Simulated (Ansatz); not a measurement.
**(KF)1(LiCl)2 [001] superlattice, started as rocksalt type: from the cell to its phonons**

How does (KF)1(LiCl)2 [001] superlattice, started as rocksalt type vibrate, and is this structure a minimum?

Program: Ansatz 0.2.0. Level of theory: DFT PBE, scalar-relativistic, plane waves, PAW. Results are calculated unless marked as measured.

The structure was built from a prototype and need not be the compound's stable phase.

## 1. The structure

The structure is tetragonal, space group I4/mmm (No. 139). The conventional cell has a = 3.684 Å, b = 3.684 Å, c = 15.630 Å, α = 90.00°, β = 90.00°, γ = 90.00°. Cl has 1 K at 2.60 Å and 5 Li at 2.60 to 2.61 Å nearest. Nearest to F lie 2 Li at 2.60 Å and 4 K at 2.60 Å. K has 2 Cl at 2.60 Å and 4 F at 2.60 Å nearest. Nearest to Li lie 1 F at 2.60 Å and 5 Cl at 2.60 to 2.61 Å. Farther neighbours and most contacts between anions are not listed.

## 2. Coarse relaxation

A rough relaxation comes first, because large forces or stress need no tight tolerances yet.

Contents of input.yaml:

```yaml
crystal:
  lattice:
    - [2.605, 2.605, 0.0]
    - [-2.605, 2.605, 0.0]
    - [2.605, 0.0, 7.815]
  atoms:
    - { symbol: Cl, position: [0.833333, 0.166667, 0.333333] }
    - { symbol: Cl, position: [0.166667, 0.833333, 0.666667] }
    - { symbol: F, position: [0.5, 0.5, 0.0] }
    - { symbol: K, position: [0.0, 0.0, 0.0] }
    - { symbol: Li, position: [0.333333, 0.666667, 0.333333] }
    - { symbol: Li, position: [0.666667, 0.333333, 0.666667] }
kpoints:
  mp_grid: { grid: [6, 6, 6] }
hamiltonian:
  xc: pbe
scf:
  occupations: { method: gaussian, width: 0.1 }
output:
  forces: true
  stress: true
  eigenvalues: true
relax:
  adjacent_minimum: "off"
  f_tol: 0.05
  max_steps: 80
  cell: { stress_tol: 0.5 }
```

The run is started by

```
> ansatz run input.yaml --threads 4 --pin off --max-ram 14336MiB --backend cpu --events-out ev --progress --plain --runs-dir out
```

Numbers of over 12 decimals in the logs are rounded to 6 here.

The program printed:

```text
[...]
cell:  # Å, volume = 116.9000 Å³
    - [2.569238, 2.569238, 0.0]
    - [-2.569238, 2.569238, 0.0]
    - [2.569238, 0, 8.854738]
  atoms:
    - { symbol: Cl, position: [0.823148, 0.176852, 0.353703] }
    - { symbol: Cl, position: [0.176852, 0.823148, 0.646297] }
    - { symbol: F, position: [0.5, 0.5, 0.0] }
    - { symbol: K, position: [0, 0, 0.0] }
    - { symbol: Li, position: [0.317543, 0.682457, 0.364913] }
    - { symbol: Li, position: [0.682457, 0.317543, 0.635087] }
[key lines of the parts left out:]
SCF converged after 5 iterations
Free energy (F): -4924.152896 eV
Fermi energy:    3.922123 eV
P = ⅓ Tr σ = 0.2208 GPa (2.208 kbar)
```

Wall time 9.1 s (4 threads of Arm Neoverse V2, shared host); peak memory 0.45 GiB; 32 s of CPU time.

Step by step:

| step | energy less that of the first step (eV) | largest force component (eV/Å) | pressure (GPa) | volume (Å³) |
| --- | --- | --- | --- | --- |
| 1 | 0.0000 | 1.6390 | 3.59 | 106.07 |
| 2 | -0.3796 | 0.1285 | 0.91 | 109.50 |
| 3 | -0.4170 | 0.0930 | 0.19 | 112.32 |
| 4 | -0.4529 | 0.1376 | -0.36 | 115.32 |
| 5 | -0.4672 | 0.0447 | -0.26 | 115.65 |
| 6* | -0.4904 | 0.0451 | 0.05 | 115.65 |
| 7 | -0.5020 | 0.0337 | 0.21 | 116.90 |
| 8* | -0.5034 | 0.0339 | 0.22 | 116.90 |

Relaxation steps marked * repeat the geometry before them on a plane-wave basis chosen anew for their cell, so energy and pressure can jump there.

The run keeps the 16 symmetry operations that it works with, so distortions that break them were not tested.

| cell as run | before | after | change |
| --- | --- | --- | --- |
| a (Å) | 3.684 | 3.633 | -1.4 % |
| b (Å) | 3.684 | 3.633 | -1.4 % |
| c (Å) | 8.238 | 9.220 | +11.9 % |
| α (°) | 102.92 | 101.36 | -1.5 % |
| β (°) | 77.08 | 78.64 | +2.0 % |
| volume (Å³/atom) | 17.68 | 19.48 | +10.2 % |

The atoms that moved most (Å, as changes of fractional coordinates times the final cell):

| atom | dx | dy | dz | length |
| --- | --- | --- | --- | --- |
| Li5 | 0.000 | 0.000 | 0.280 | 0.280 |
| Li6 | 0.000 | 0.000 | -0.280 | 0.280 |
| Cl1 | 0.000 | 0.000 | 0.180 | 0.180 |
| Cl2 | 0.000 | 0.000 | -0.180 | 0.180 |

Numbers from this step:

```
pressure           : 0.2208 GPa
gap on the k-mesh  : 5.189 eV
volume per atom    : 19.48 Å³
direct gap on mesh : 5.189 eV
```

In this step the volume went from 17.68 to 19.48 Å³/atom.

## 3. Bringing the structure to rest

Harmonic phonons are second derivatives at a point where the forces vanish, and they are wanted at zero stress, so atoms and cell are relaxed first.

Contents of input.yaml:

```yaml
crystal:
  lattice:
    - [2.5692382815, 2.5692382815, 0.0]
    - [-2.5692382815, 2.5692382815, 0.0]
    - [2.5692382815, 0.0, 8.854737931]
  atoms:
    - { symbol: Cl, position: [0.8231483561, 0.1768516439, 0.3537032879] }
    - { symbol: Cl, position: [0.1768516439, 0.8231483561, 0.6462967121] }
    - { symbol: F, position: [0.5, 0.5, 0.0] }
    - { symbol: K, position: [0.0, 0.0, 0.0] }
    - { symbol: Li, position: [0.3175434107, 0.6824565893, 0.3649131787] }
    - { symbol: Li, position: [0.6824565893, 0.3175434107, 0.6350868213] }
kpoints:
  mp_grid: { grid: [6, 6, 6] }
hamiltonian:
  xc: pbe
scf:
  occupations: { method: gaussian, width: 0.02 }
output:
  forces: true
  stress: true
  eigenvalues: true
  write_density: true
  write_potential: true
  elf: true
  volumetric_format: npy
relax:
  adjacent_minimum: "off"
  f_tol: 0.005
  max_steps: 80
  cell: { stress_tol: 0.05 }
```

The program printed:

```text
[...]
Crystal: 6 atoms, lattice volume = 116.900 Å³
Basis set: ecut = 420 eV, 2297 PW (Γ), exchange–correlation on 50×50×128 points (8 copies of the dense FFT grid, shifted against one another)
Bands: 24, of which v1, the nominal top of the filled ones, is band 18 counted from 1 (17 counted from 0)
Symmetry: 16 space group operations
[...]
k-points: 30 of 216
[...]
SCF iter   1: F=—  HF=-4924.158615 eV  |F-HF|=—  |Δ(HF+E_count)|=         —  Δρ=2.24e-3  dr2=1.21e-2  ethr=1.77e-3  ⟨swp⟩=7.1  Hψ=3685  notcnv=0
[...]
SCF iter   7: F=-4924.152896 eV  HF=-4924.152896 eV  |F-HF|=8.91e-9  |Δ(HF+E_count)|=   9.82e-8  Δρ=2.73e-6  dr2=9.35e-9  ethr=2.78e-10  ⟨swp⟩=12.3  Hψ=4774  notcnv=0
SCF 1 converged in 7 iterations: F = -4924.152896 eV  dr2 = 9.35e-9
[...]
relax step   1: F+E_penalty+E_count = -4924.15289575 eV  Δ(F+E_penalty+E_count) = +0.000e0 eV  max|allowed force component| = 3.384e-2 eV/Å  Δτ_max = 0.0000 Å  P = +0.221 GPa  Ω = 116.900 Å³  (7 SCF iters, dr2 threshold 1.00e-7 eV, accepted)
Crystal: 6 atoms, lattice volume = 118.443 Å³
Basis set: ecut = 420 eV, 2329 PW (Γ), exchange–correlation on 50×50×128 points (8 copies of the dense FFT grid, shifted against one another)
[...]
SCF iter   5: F=-4924.152167 eV  HF=-4924.152167 eV  |F-HF|=1.56e-8  |Δ(HF+E_count)|=   5.67e-8  Δρ=1.21e-5  dr2=2.63e-7  ethr=1.12e-9  ⟨swp⟩=7.5  Hψ=5083  notcnv=0
SCF 2 converged in 5 iterations: F = -4924.152167 eV  dr2 = 2.63e-7
relax step   2: F+E_penalty+E_count = -4924.15216714 eV  Δ(F+E_penalty+E_count) = +7.286e-4 eV  max|allowed force component| = 8.045e-2 eV/Å  Δτ_max = 0.0298 Å  P = -0.005 GPa  Ω = 118.443 Å³  energy of the carried Pulay correction = -9.843e-4 eV  (5 SCF iters, dr2 threshold 4.04e-7 eV, accepted)
Crystal: 6 atoms, lattice volume = 118.110 Å³
Basis set: ecut = 420 eV, 2305 PW (Γ), exchange–correlation on 50×50×128 points (8 copies of the dense FFT grid, shifted against one another)
[...]
SCF iter   5: F=-4924.153966 eV  HF=-4924.153966 eV  |F-HF|=6.53e-8  |Δ(HF+E_count)|=   4.77e-7  Δρ=7.60e-6  dr2=1.38e-7  ethr=1.12e-9  ⟨swp⟩=6.3  Hψ=4477  notcnv=0
SCF 3 converged in 5 iterations: F = -4924.153966 eV  dr2 = 1.38e-7
relax step   3: F+E_penalty+E_count = -4924.15396578 eV  Δ(F+E_penalty+E_count) = -1.799e-3 eV  max|allowed force component| = 1.557e-2 eV/Å  Δτ_max = 0.0156 Å  P = +0.028 GPa  Ω = 118.110 Å³  energy of the carried Pulay correction = -7.730e-4 eV  (5 SCF iters, dr2 threshold 4.05e-7 eV, accepted)
[...]
relax step   4: F+E_penalty+E_count = -4924.15406216 eV  Δ(F+E_penalty+E_count) = -9.639e-5 eV  max|allowed force component| = 2.416e-3 eV/Å  Δτ_max = 0.0049 Å  P = +0.005 GPa  Ω = 118.286 Å³  energy of the carried Pulay correction = -8.848e-4 eV  (6 SCF iters, dr2 threshold 3.19e-8 eV, accepted)
[...]
relax step   5: F+E_penalty+E_count = -4924.15406093 eV  Δ(F+E_penalty+E_count) = +1.238e-6 eV  max|allowed force component| = 1.473e-3 eV/Å  Δτ_max = 0.0067 Å  P = +0.001 GPa  Ω = 118.516 Å³  energy of the carried Pulay correction = -1.031e-3 eV  (6 SCF iters, dr2 threshold 1.33e-8 eV, accepted)
[...]
relax step   6: F+E_penalty+E_count = -4924.15524994 eV  Δ(F+E_penalty+E_count) = -1.189e-3 eV  max|allowed force component| = 1.462e-3 eV/Å  Δτ_max = 0.0000 Å  P = +0.022 GPa  Ω = 118.516 Å³  stress off target by 5.02e-2 GPa  SCF on the basis re-selected at this cell (its energy is not comparable with the rows above)  (6 SCF iters)
[...]
relax step   7: F+E_penalty+E_count = -4924.15516408 eV  Δ(F+E_penalty+E_count) = +8.585e-5 eV  max|allowed force component| = 7.582e-4 eV/Å  Δτ_max = 0.0049 Å  P = +0.005 GPa  Ω = 118.743 Å³  energy of the carried Pulay correction = -1.463e-4 eV  (6 SCF iters, dr2 threshold 6.29e-9 eV, accepted)
[...]
SCF iter   1: F=—  HF=-4924.155292 eV  |F-HF|=—  |Δ(HF+E_count)|=         —  Δρ=1.92e-5  dr2=4.97e-8  ethr=2.43e-7  ⟨swp⟩=3.0  Hψ=5278  notcnv=0
eigensolver tolerance schedule: the retry pair's looser diagonalisation over-reported the residual by 1760.60 of it (diagonalisation noise at 0.16 of the residual, at the tolerance the schedule requests for it); recorded, not acted on — ethr = c·dr2/N_el stays at c = 1.0e-1
[...]
SCF iter   2: F=—  HF=-4924.155301 eV  |F-HF|=—  |Δ(HF+E_count)|=   8.41e-6  Δρ=9.62e-6  dr2=2.25e-8  ethr=1.38e-10  ⟨swp⟩=3.2  Hψ=1487  notcnv=0
[...]
SCF iter   5: F=-4924.155303 eV  HF=-4924.155303 eV  |F-HF|=3.18e-11  |Δ(HF+E_count)|=   4.48e-9  Δρ=2.30e-7  dr2=5.08e-11  ethr=1.00e-12  ⟨swp⟩=4.1  Hψ=3382  notcnv=0
SCF 8 converged in 5 iterations: F = -4924.155303 eV  dr2 = 5.08e-11
relax step   8: F+E_penalty+E_count = -4924.15530286 eV  Δ(F+E_penalty+E_count) = -1.388e-4 eV  max|allowed force component| = 7.553e-4 eV/Å  Δτ_max = 0.0000 Å  P = +0.006 GPa  Ω = 118.743 Å³  stress off target by 1.32e-2 GPa  SCF on the basis re-selected at this cell (its energy is not comparable with the rows above)  (5 SCF iters)
[...]
SCF converged after 5 iterations
Free energy (F): -4924.155303 eV
[...]
Internal energy: -4924.155303 eV  (E = F + TS)
E sigma→0 (E₀):  -4924.155303 eV
Fermi energy:    3.797851 eV
[...]
--- Forces (eV/Å), atoms counted from 1 ---
  atom   1  Cl    -0.00000000     0.00000000     0.00028816
  atom   2  Cl     0.00000000    -0.00000000    -0.00028816
  atom   3  F      0.00000000     0.00000000     0.00000000
  atom   4  K     -0.00000000    -0.00000000     0.00000000
  atom   5  Li    -0.00000000    -0.00000000     0.00075529
  atom   6  Li     0.00000000     0.00000000    -0.00075529
  max |Σ_I F_I| component: 1.08e-19 eV/Å
--- Stress (GPa, compression-positive) ---
        0.002610      -0.000000      -0.000000
       -0.000000       0.002610      -0.000000
       -0.000000      -0.000000       0.013247
  P = ⅓ Tr σ = 0.0062 GPa (0.062 kbar)
--- Band table (eV; the first three rows and the last of 30) ---
  k-point 0: bands = [... 14 lower, 0.2806, 0.9790, 1.2489, 1.2489, 6.3467, 8.0665, 9.3615, 9.7212, ... 2 higher]
  k-point 1: bands = [... 14 lower, 0.2801, 0.9605, 1.2488, 1.2488, 6.4448, 7.9197, 9.3280, 9.4671, ... 2 higher]
  k-point 2: bands = [... 14 lower, 0.2790, 0.9245, 1.2484, 1.2484, 6.7170, 7.5553, 9.2377, 9.2734, ... 2 higher]
  k-point 29: bands = [... 14 lower, -0.2299, 0.9816, 1.1606, 1.1619, 8.4135, 8.6436, 9.0001, 9.2478, ... 2 higher]
--- Relaxed structure (6 steps of the walk, 6 accepted, 2 SCFs on fresh bases) ---
[...]
cell:  # Å, volume = 118.7432 Å³
    - [2.569188, 2.569188, 0]
    - [-2.569188, 2.569188, 0]
    - [2.569188, 0, 8.994708]
  atoms:
    - { symbol: Cl, position: [0.822393, 0.177607, 0.355214] }
    - { symbol: Cl, position: [0.177607, 0.822393, 0.644786] }
    - { symbol: F, position: [0.500000, 0.500000, 0] }
    - { symbol: K, position: [0, 0, 0] }
    - { symbol: Li, position: [0.316381, 0.683619, 0.367238] }
    - { symbol: Li, position: [0.683619, 0.316381, 0.632762] }
```

Wall time 9.8 s (4 threads); peak memory 0.46 GiB.

The steps of the relaxation:

| step | energy less that of the first step (eV) | largest force component (eV/Å) | pressure (GPa) | volume (Å³) |
| --- | --- | --- | --- | --- |
| 1 | 0.0000 | 0.0338 | 0.22 | 116.90 |
| 2 | 0.0007 | 0.0804 | -0.01 | 118.44 |
| 3 | -0.0011 | 0.0156 | 0.03 | 118.11 |
| 4 | -0.0012 | 0.0024 | 0.01 | 118.29 |
| 5 | -0.0012 | 0.0015 | 0.00 | 118.52 |
| 6* | -0.0024 | 0.0015 | 0.02 | 118.52 |
| 7 | -0.0023 | 0.0008 | 0.00 | 118.74 |
| 8* | -0.0024 | 0.0008 | 0.01 | 118.74 |

Relaxation steps marked * repeat the geometry before them on a plane-wave basis chosen anew for their cell, so energy and pressure can jump there.

Forces are held to the 16 operations that the run works with; a distortion that breaks them can't arise in this run.

| conventional cell, symmetrised | before | after | change |
| --- | --- | --- | --- |
| a (Å) | 3.633 | 3.633 | -0.0 % |
| b (Å) | 3.633 | 3.633 | -0.0 % |
| c (Å) | 17.709 | 17.989 | +1.6 % |
| volume (Å³/atom) | 19.48 | 19.79 | +1.6 % |

The atoms that moved most (Å, as changes of fractional coordinates times the final cell):

| atom | dx | dy | dz | length |
| --- | --- | --- | --- | --- |
| Li6 | 0.000 | 0.000 | -0.021 | 0.021 |
| Li5 | 0.000 | 0.000 | 0.021 | 0.021 |
| Cl2 | 0.000 | 0.000 | -0.014 | 0.014 |
| Cl1 | 0.000 | 0.000 | 0.014 | 0.014 |

A gap read on the k-mesh alone can miss the band edges.

Numbers from this step:

* pressure: 0.006156 GPa
* gap on the k-mesh: 5.098 eV
* volume per atom: 19.79 Å³
* direct gap on mesh: 5.098 eV

ELF in the ab plane of the cell as run, not the conventional one, at fractional z = 0.355, with atoms of Cl and Li within 0.2 Å of it. It is the smooth field of the valence electrons, not physical close to the nuclei.

Ten even steps from '0' (0.01) to '9' (0.99), each cell a mean:
```
86300014788888
63000001467777
20037620134444
00189960000000
00199971000000
10058830022332
52002100366776
76200003688888
87510026888888
88620047888778
88730047887447
88730047886347
88720047887668
88620036888888
```
Columns run along a (3.6 Å), rows up along b (3.6 Å). Atoms in or near the plane, at fractional coordinates: Cl at (0.82, 0.18), Li at (0.32, 0.68).

Electrostatic potential energy in the ab plane of the cell as run, not the conventional one, at fractional z = 0.355, with atoms of Cl and Li within 0.2 Å of it. With pseudopotentials it is smooth inside the atoms' cores, unlike the true potential.

Ten even steps from '0' (-49 eV) to '9' (6 eV), each cell a mean:
```
99999999998778
99987789999999
99865568999999
99743357999999
98742357999999
99854468999999
99977789999999
99998899998889
89999999976446
68999999852012
48999999730001
48999999730000
68999999841002
89999999974335
```
Columns run along a (3.6 Å; values clipped at the 3rd and 97th percentile), rows up along b (3.6 Å). Atoms in or near the plane, at fractional coordinates: Cl at (0.82, 0.18), Li at (0.32, 0.68).

Valence density in the ab plane of the cell as run, not the conventional one, at fractional z = 0.355, with atoms of Cl and Li within 0.2 Å of it. It is the smooth field of the valence electrons, not physical close to the nuclei.

Ten steps, logarithmic in the rise over the least value, from '0' (0.0 e/Å³) to '9' (6.2 e/Å³), each cell a mean:
```
32100001345555
21112201123333
10157631011221
00379962000000
00389972000000
00168751001111
21013310122332
32100001234554
53200012456666
64210013567777
65310013566557
65310013566457
64310013567667
54200012456776
```
Columns run along a (3.6 Å), rows up along b (3.6 Å). Atoms in or near the plane, at fractional coordinates: Cl at (0.82, 0.18), Li at (0.32, 0.68).

In this step the volume went from 19.48 to 19.79 Å³/atom.

## 4. Relaxing to small forces for the phonons

Phonons need a cell at rest on their own settings, so the relaxation is repeated with tight tolerances on forces and stress on the k mesh and occupations of the first response run.

Contents of input.yaml:

```yaml
crystal:
  lattice:
    - [2.5691875295, 2.5691875295, 0.0]
    - [-2.5691875295, 2.5691875295, 0.0]
    - [2.5691875295, 0.0, 8.9947077685]
  atoms:
    - { symbol: Cl, position: [0.8223932418, 0.1776067582, 0.3552135164] }
    - { symbol: Cl, position: [0.1776067582, 0.8223932418, 0.6447864836] }
    - { symbol: F, position: [0.5, 0.5, 0.0] }
    - { symbol: K, position: [0.0, 0.0, 0.0] }
    - { symbol: Li, position: [0.3163811145, 0.6836188855, 0.3672377711] }
    - { symbol: Li, position: [0.6836188855, 0.3163811145, 0.6327622289] }
kpoints:
  mp_grid: { grid: [8, 8, 8] }
hamiltonian:
  xc: pbe
scf:
  occupations: { method: fixed }
output:
  forces: true
  stress: true
  eigenvalues: true
relax:
  adjacent_minimum: "off"
  f_tol: 0.001
  max_steps: 60
  cell: { stress_tol: 0.01 }
```

The program printed:

```text
[...]
Crystal: 6 atoms, lattice volume = 118.743 Å³
Basis set: ecut = 420 eV, 2331 PW (Γ), exchange–correlation on 50×50×128 points (8 copies of the dense FFT grid, shifted against one another)
Bands: 24, of which v1, the nominal top of the filled ones, is band 18 counted from 1 (17 counted from 0)
Symmetry: 16 space group operations
[...]
k-points: 59 of 512
[...]
cell:  # Å, volume = 118.8363 Å³
    - [2.569074, 2.569074, 0.0]
    - [-2.569074, 2.569074, 0.0]
    - [2.569074, 0, 9.002560]
  atoms:
    - { symbol: Cl, position: [0.822367, 0.177633, 0.355265] }
    - { symbol: Cl, position: [0.177633, 0.822367, 0.644735] }
    - { symbol: F, position: [0.5, 0.5, 0] }
    - { symbol: K, position: [0, 0, 0] }
    - { symbol: Li, position: [0.316259, 0.683741, 0.367483] }
    - { symbol: Li, position: [0.683741, 0.316259, 0.632517] }
[key lines of the parts left out:]
SCF converged after 7 iterations
Free energy (F): -4924.155434 eV
Fermi energy:    1.246972 eV
P = ⅓ Tr σ = -0.0009 GPa (-0.009 kbar)
```

Run time: 10 s. Hardware: 4 threads; peak memory 0.5 GiB.

Little changed from the start: no atom moved by 0.005 Å and no cell edge by 0.1 %.

This step gave:

* pressure: -8.50e-4 GPa
* gap on the k-mesh: 5.092 eV
* volume per atom: 19.81 Å³
* direct gap on mesh: 5.092 eV

The largest force component left is 0.11 meV/Å and the pressure is -0.001 GPa, within the tolerances set. The cell now holds 19.81 Å³/atom.

(Part 1 of 2 ends here.)

[Logs are printed without paths, hosts, clocks, repeated set-up lines and the standing remarks that a program may print on its own settings, such as how far it seeks lower states.]

[Hosts, paths, dates, database ids (printed as entryN), source tags and the programs' standing remarks are cut or masked in the printed files.]
